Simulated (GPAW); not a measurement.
**MoS2: optical spectrum from first principles**

Wanted: where MoS2 starts to absorb, how strongly, and its refractive index.

Calculated with GPAW 26.7.0; DFT, PBE, plane-wave PAW (GPAW data sets), scalar-relativistic, RPA, optical limit.

### 1. The starting structure

The structure is trigonal, space group R3m (No. 160). The conventional cell has a = 3.160 Å, b = 3.160 Å, c = 18.450 Å, α = 90.00°, β = 90.00°, γ = 120.00°. Mo has 6 S at 2.39 Å nearest. Nearest to S lie 3 Mo at 2.39 Å. S has 3 Mo at 2.39 Å nearest. Farther neighbours and most contacts between anions are not listed.

As a file:

```cif
data_structure
_symmetry_space_group_name_H-M 'P 1'
_symmetry_Int_Tables_number 1
_cell_length_a 6.4149
_cell_length_b 6.4149
_cell_length_c 6.4149
_cell_angle_alpha 28.517
_cell_angle_beta 28.517
_cell_angle_gamma 28.517
_cell_volume 53.18
loop_
_atom_site_label
_atom_site_type_symbol
_atom_site_fract_x
_atom_site_fract_y
_atom_site_fract_z
_atom_site_occupancy
Mo1 Mo 0.00000 0.00000 0.00000 1
S2 S 0.41700 0.41700 0.41700 1
S3 S 0.25000 0.25000 0.25000 1
```

### 2. Dielectric function, RPA

Local fields let the induced charge screen the field inside the cell, which as a rule lowers ε, most along directions where the density is uneven.

df.py

```python
from gpaw.response.df import DielectricFunction

df = DielectricFunction('full.gpw', frequencies={'type': 'nonlinear', 'domega0': 0.03, 'omega2': 8},
                        ecut=50,
                        eta=0.15,
                        nbands=39,
                        txt='df.txt')
for direction in ['x', 'z']:
    df.get_dielectric_function(xc='RPA', direction=direction, filename=f'df_{direction}.csv')
```

Command:

```console
$ OMP_NUM_THREADS=1 python df.py
```

Numbers of over 12 decimals in the logs are rounded to 6 here.

What it wrote:

```text
Using integrator: PointIntegrator
NonLinearFrequencyDescriptor(from 0.000 to 89.957 eV, 531 points)
Nonperiodic BCs:  [False False False]
Using integrator: PointIntegrator
NonLinearFrequencyDescriptor(from 0.000 to 89.957 eV, 531 points)
Nonperiodic BCs:  [False False False]

Calculating chi0 body with:
    Ground state adapter containing:
    Number of spins: 1
    Number of kpoints: 1331
    Number of irreducible kpoints: 146
    Number of completely occupied states: 13
    Number of partially occupied states: 13

    Linear response parametrization:
    q_c: [0.0, 0.0, 0.0]
    Number of frequency points: 531
    Planewave cutoff: 50.0
    Number of bands: 39
    Number of planewaves: 43
    Broadening (eta): 0.15

Integrating chi0 body.

Symmetries of q_c:
    Direct symmetries (Uq -> q): 6
    Indirect symmetries (TUq -> q): 6
In total 12 allowed symmetries.

146 groups of equivalent kpoints. 89.030804% reduction.

Integral kind: spectral function

Calculating chi0 optical extensions with:
    Ground state adapter containing:
    Number of spins: 1
    Number of kpoints: 1331
    Number of irreducible kpoints: 146
    Number of completely occupied states: 13
    Number of partially occupied states: 13

    Linear response parametrization:
    Number of frequency points: 531
    Planewave cutoff: 50.0
    Number of bands: 39
    Number of planewaves: 43
    Broadening (eta): 0.15
Integrating chi0 head and wings.

Symmetries of q_c:
    Direct symmetries (Uq -> q): 6
    Indirect symmetries (TUq -> q): 6
In total 12 allowed symmetries.

146 groups of equivalent kpoints. 89.030804% reduction.

Integral kind: spectral function wings
```

Elapsed: 94 s, on 1 thread of Intel Xeon 6975P-C (Granite Rapids), shared host; peak memory 0.32 GiB.

Numbers from this step:

* electronic dielectric constant ε∞, mean over x, y and z (by symmetry where fewer were run): 11.01
* main peak of Im epsilon, first axis: 2.936 eV

The Im ε has structure finer than the step of the table below, so its rows give means over 0.5 eV, whole bins alone (the curve runs from 0 to 14.0 eV). Peaks (eV: height): E ∥ x 2.94: 22.8; E ∥ z 2.55: 4.62, 10.24: 5.98.

Values under the direct gap are tails of Lorentzian lines. The Im ε by photon energy; means over each step:

```tsv
photon energy (eV)	E ∥ x	E ∥ z
0.5	0.191	0.0360
1.0	0.506	0.0867
1.5	1.76	0.194
2.0	5.73	0.679
2.5	14.0	3.60
3.0	21.4	3.47
3.5	15.3	2.96
4.0	13.4	2.74
4.5	12.6	2.62
5.0	10.1	2.91
5.5	7.76	2.58
6.0	6.95	2.77
6.5	6.44	2.69
7.0	4.94	2.57
7.5	3.70	2.93
8.0	2.95	3.01
8.5	2.13	3.15
9.0	2.30	4.29
9.5	3.02	5.45
10.0	3.75	5.63
10.5	3.90	5.72
11.0	3.53	5.41
11.5	3.51	5.20
12.0	3.01	5.41
12.5	2.63	4.32
13.0	2.19	3.44
13.5	2.06	3.04
```

The Re ε by photon energy:

```tsv
photon energy (eV)	E ∥ x	E ∥ z
0.0	13.6	5.74
0.5	13.9	5.80
1.0	15.0	5.99
1.5	17.6	6.41
2.0	17.1	7.38
2.5	22.9	7.71
3.0	9.19	5.11
3.5	3.05	4.47
4.0	2.61	4.50
4.5	0.633	4.50
5.0	-1.19	4.02
5.5	-1.73	3.91
6.0	-1.36	3.98
6.5	-2.11	3.67
7.0	-2.32	3.81
7.5	-1.59	4.07
8.0	-1.74	4.03
8.5	-0.399	4.19
9.0	0.579	5.10
9.5	0.921	3.62
10.0	0.745	2.97
10.5	0.0854	1.89
11.0	-0.0809	1.05
11.5	-0.878	0.786
12.0	-0.859	0.0136
12.5	-1.00	-0.872
13.0	-1.04	-1.10
13.5	-0.677	-0.641
```

Values under the direct gap are tails of Lorentzian lines. Loss function −Im 1/ε at q → 0 against energy loss; read off at these points:

```tsv
energy loss (eV)	E ∥ x	E ∥ z
0.000	0	0
0.250	4.7e-4	5.1e-4
0.500	9.6e-4	0.00105
0.750	0.00151	0.00165
1.000	0.00216	0.00236
1.250	0.00306	0.00326
1.500	0.00468	0.00451
1.750	0.0100	0.00658
2.000	0.0180	0.0105
2.250	0.0124	0.0208
2.500	0.0199	0.0559
2.750	0.0279	0.0866
3.000	0.0379	0.0918
3.250	0.0529	0.0981
3.500	0.0635	0.102
3.750	0.0694	0.101
4.000	0.0708	0.0979
4.250	0.0772	0.110
4.500	0.0776	0.0934
4.750	0.0848	0.105
5.000	0.102	0.118
5.250	0.101	0.122
5.500	0.130	0.117
5.750	0.130	0.111
6.000	0.141	0.118
6.250	0.142	0.124
6.500	0.136	0.130
6.750	0.156	0.120
7.000	0.164	0.122
7.250	0.188	0.107
7.500	0.231	0.118
7.750	0.239	0.120
8.000	0.252	0.119
8.250	0.365	0.115
8.500	0.453	0.114
8.704	0.483	0.0996
8.750	0.483	0.0971
9.000	0.400	0.0962
9.250	0.341	0.109
9.500	0.292	0.128
9.750	0.263	0.136
10.000	0.262	0.140
10.250	0.244	0.144
10.500	0.256	0.161
10.750	0.270	0.163
10.955	0.298	0.178
11.000	0.294	0.181
11.250	0.258	0.185
11.500	0.267	0.186
11.750	0.300	0.191
12.000	0.303	0.177
12.250	0.315	0.194
12.500	0.330	0.226
12.750	0.348	0.232
13.000	0.369	0.267
13.250	0.429	0.302
13.339	0.449	0.313
13.500	0.428	0.318
13.599	0.410	0.320
13.750	0.410	0.303
```

Refractive index n and extinction k against photon energy:

```tsv
photon energy (eV)	n, E ∥ x	k, E ∥ x	n, E ∥ z	k, E ∥ z
0.0	3.69	0	2.40	0
0.5	3.73	0.0251	2.41	0.00737
1.0	3.87	0.0628	2.45	0.0173
1.5	4.20	0.174	2.53	0.0366
2.0	4.19	0.700	2.72	0.106
2.5	5.01	1.48	2.88	0.764
3.0	4.10	2.76	2.38	0.748
3.5	3.04	2.49	2.22	0.660
4.0	2.87	2.37	2.21	0.611
4.5	2.60	2.47	2.20	0.561
5.0	2.06	2.33	2.12	0.683
5.5	1.70	2.15	2.07	0.613
6.0	1.67	2.04	2.10	0.668
6.5	1.57	2.14	2.03	0.660
7.0	1.27	1.98	2.05	0.628
7.5	1.09	1.67	2.14	0.706
8.0	0.920	1.61	2.12	0.698
8.5	0.941	1.13	2.17	0.722
9.0	1.23	0.962	2.42	0.871
9.5	1.45	1.09	2.25	1.20
10.0	1.50	1.22	2.15	1.29
10.5	1.41	1.38	1.97	1.41
11.0	1.29	1.32	1.80	1.48
11.5	1.17	1.50	1.75	1.50
12.0	1.08	1.42	1.68	1.68
12.5	0.958	1.39	1.32	1.61
13.0	0.841	1.32	1.11	1.53
13.5	0.879	1.20	1.10	1.36
```

Table of reflectivity at normal incidence by photon energy; read off at these points:

```tsv
photon energy (eV)	E ∥ x (%)	E ∥ z (%)
0.000	32.9	16.9
0.250	33.0	17.0
0.500	33.4	17.1
0.750	33.9	17.3
1.000	34.8	17.6
1.250	36.0	18.1
1.500	37.9	18.8
1.750	40.8	19.8
2.000	38.9	21.4
2.250	42.9	24.1
2.500	47.7	26.3
2.750	49.6	21.7
3.000	51.2	20.6
3.250	48.8	19.0
3.500	46.0	17.8
3.750	43.7	17.2
4.000	44.3	17.2
4.250	44.0	16.5
4.500	45.5	16.6
4.750	47.4	17.9
5.000	44.4	16.8
5.250	46.9	15.9
5.500	42.9	15.5
5.750	41.5	16.1
6.000	40.8	16.5
6.250	40.4	16.3
6.500	43.8	15.5
6.602	44.7	15.3
6.750	43.5	15.5
7.000	44.1	15.5
7.250	43.9	16.4
7.500	39.0	17.3
7.750	38.1	17.0
8.000	41.3	17.1
8.250	34.6	17.8
8.500	25.5	17.9
8.750	19.0	19.3
9.000	16.6	22.3
9.250	15.3	25.3
9.500	19.3	25.0
9.750	19.4	25.3
10.000	22.6	25.9
10.250	25.8	27.8
10.500	26.9	27.1
10.750	29.1	28.7
11.000	26.1	28.3
11.250	29.0	28.3
11.500	32.8	28.8
11.750	32.0	29.2
12.000	32.0	32.8
12.250	33.6	36.4
12.500	33.4	33.9
12.750	34.4	35.4
13.000	34.5	34.6
13.250	32.5	32.2
13.500	29.4	29.7
13.750	32.9	29.5
```

At chosen wavelengths:

```tsv
wavelength (nm)	n x	k x	R (%) x	1/α x	n z	k z	R (%) z	1/α z
800	4.25	0.201	38.4	316 nm	2.54	0.040	19.0	1.6 µm
633	4.22	0.776	39.4	65 nm	2.69	0.094	21.1	533 nm
532	4.87	0.858	44.7	49 nm	2.97	0.376	25.3	112 nm
450	4.73	2.184	49.7	16 nm	2.45	0.774	21.7	46 nm
405	3.89	2.831	51.3	11 nm	2.34	0.742	20.0	43 nm
365	3.12	2.559	46.9	11 nm	2.23	0.688	18.3	42 nm
248	2.06	2.335	44.4	8.5 nm	2.12	0.683	16.9	29 nm
```

Below the direct gap, k and the depth come from the tails of the Lorentzian lines, not from transitions.

Rows near the edge hang on the gap, which this functional as a rule makes too small, and phonon-assisted absorption is left out.

### 3. Summary of results

| Item | Value |
| --- | --- |
| electronic dielectric constant ε∞, mean over x, y and z (by symmetry where fewer were run) (RPA) | 11.0 |
| main peak of Im epsilon, first axis | 2.94 eV |

In words: At this level (PBE, RPA) MoS2 has a mean ε∞ = 11.0 and n = 3.80 at 1550 nm (E ∥ x), and Im ε peaks at 2.9 eV (E ∥ x). Local fields change the static value along x from 14.48 to 13.65 (-6 %). Distinct maxima of Im ε, read by a parabola through the highest points, lie at 1.90 eV (7.1), 2.94 eV (23) and 10.24 eV (4.1) for E ∥ x. The static values by axis are 13.65 (x), 5.74 (z). Excitons and phonon-assisted transitions are missing; PBE gaps are as a rule too small, which pulls the onset down and ε∞ up. The sum runs over mesh points, so small or evenly spaced maxima can still be ripples of the mesh. In this version of GPAW the matrix elements of the optical limit are incomplete, which can lower ε − 1 by up to a tenth where first-row anions or d states rule, and shift it by more in d metals.

[Machine, clock and banner lines and Python warnings are left out of the logs.]

[Logs are printed without paths, hosts, clocks, repeated set-up lines and the standing remarks that a program may print on its own settings, such as how far it seeks lower states.]

[Hosts, paths, dates, database ids (printed as entryN), source tags and the programs' standing remarks are cut or masked in the printed files.]
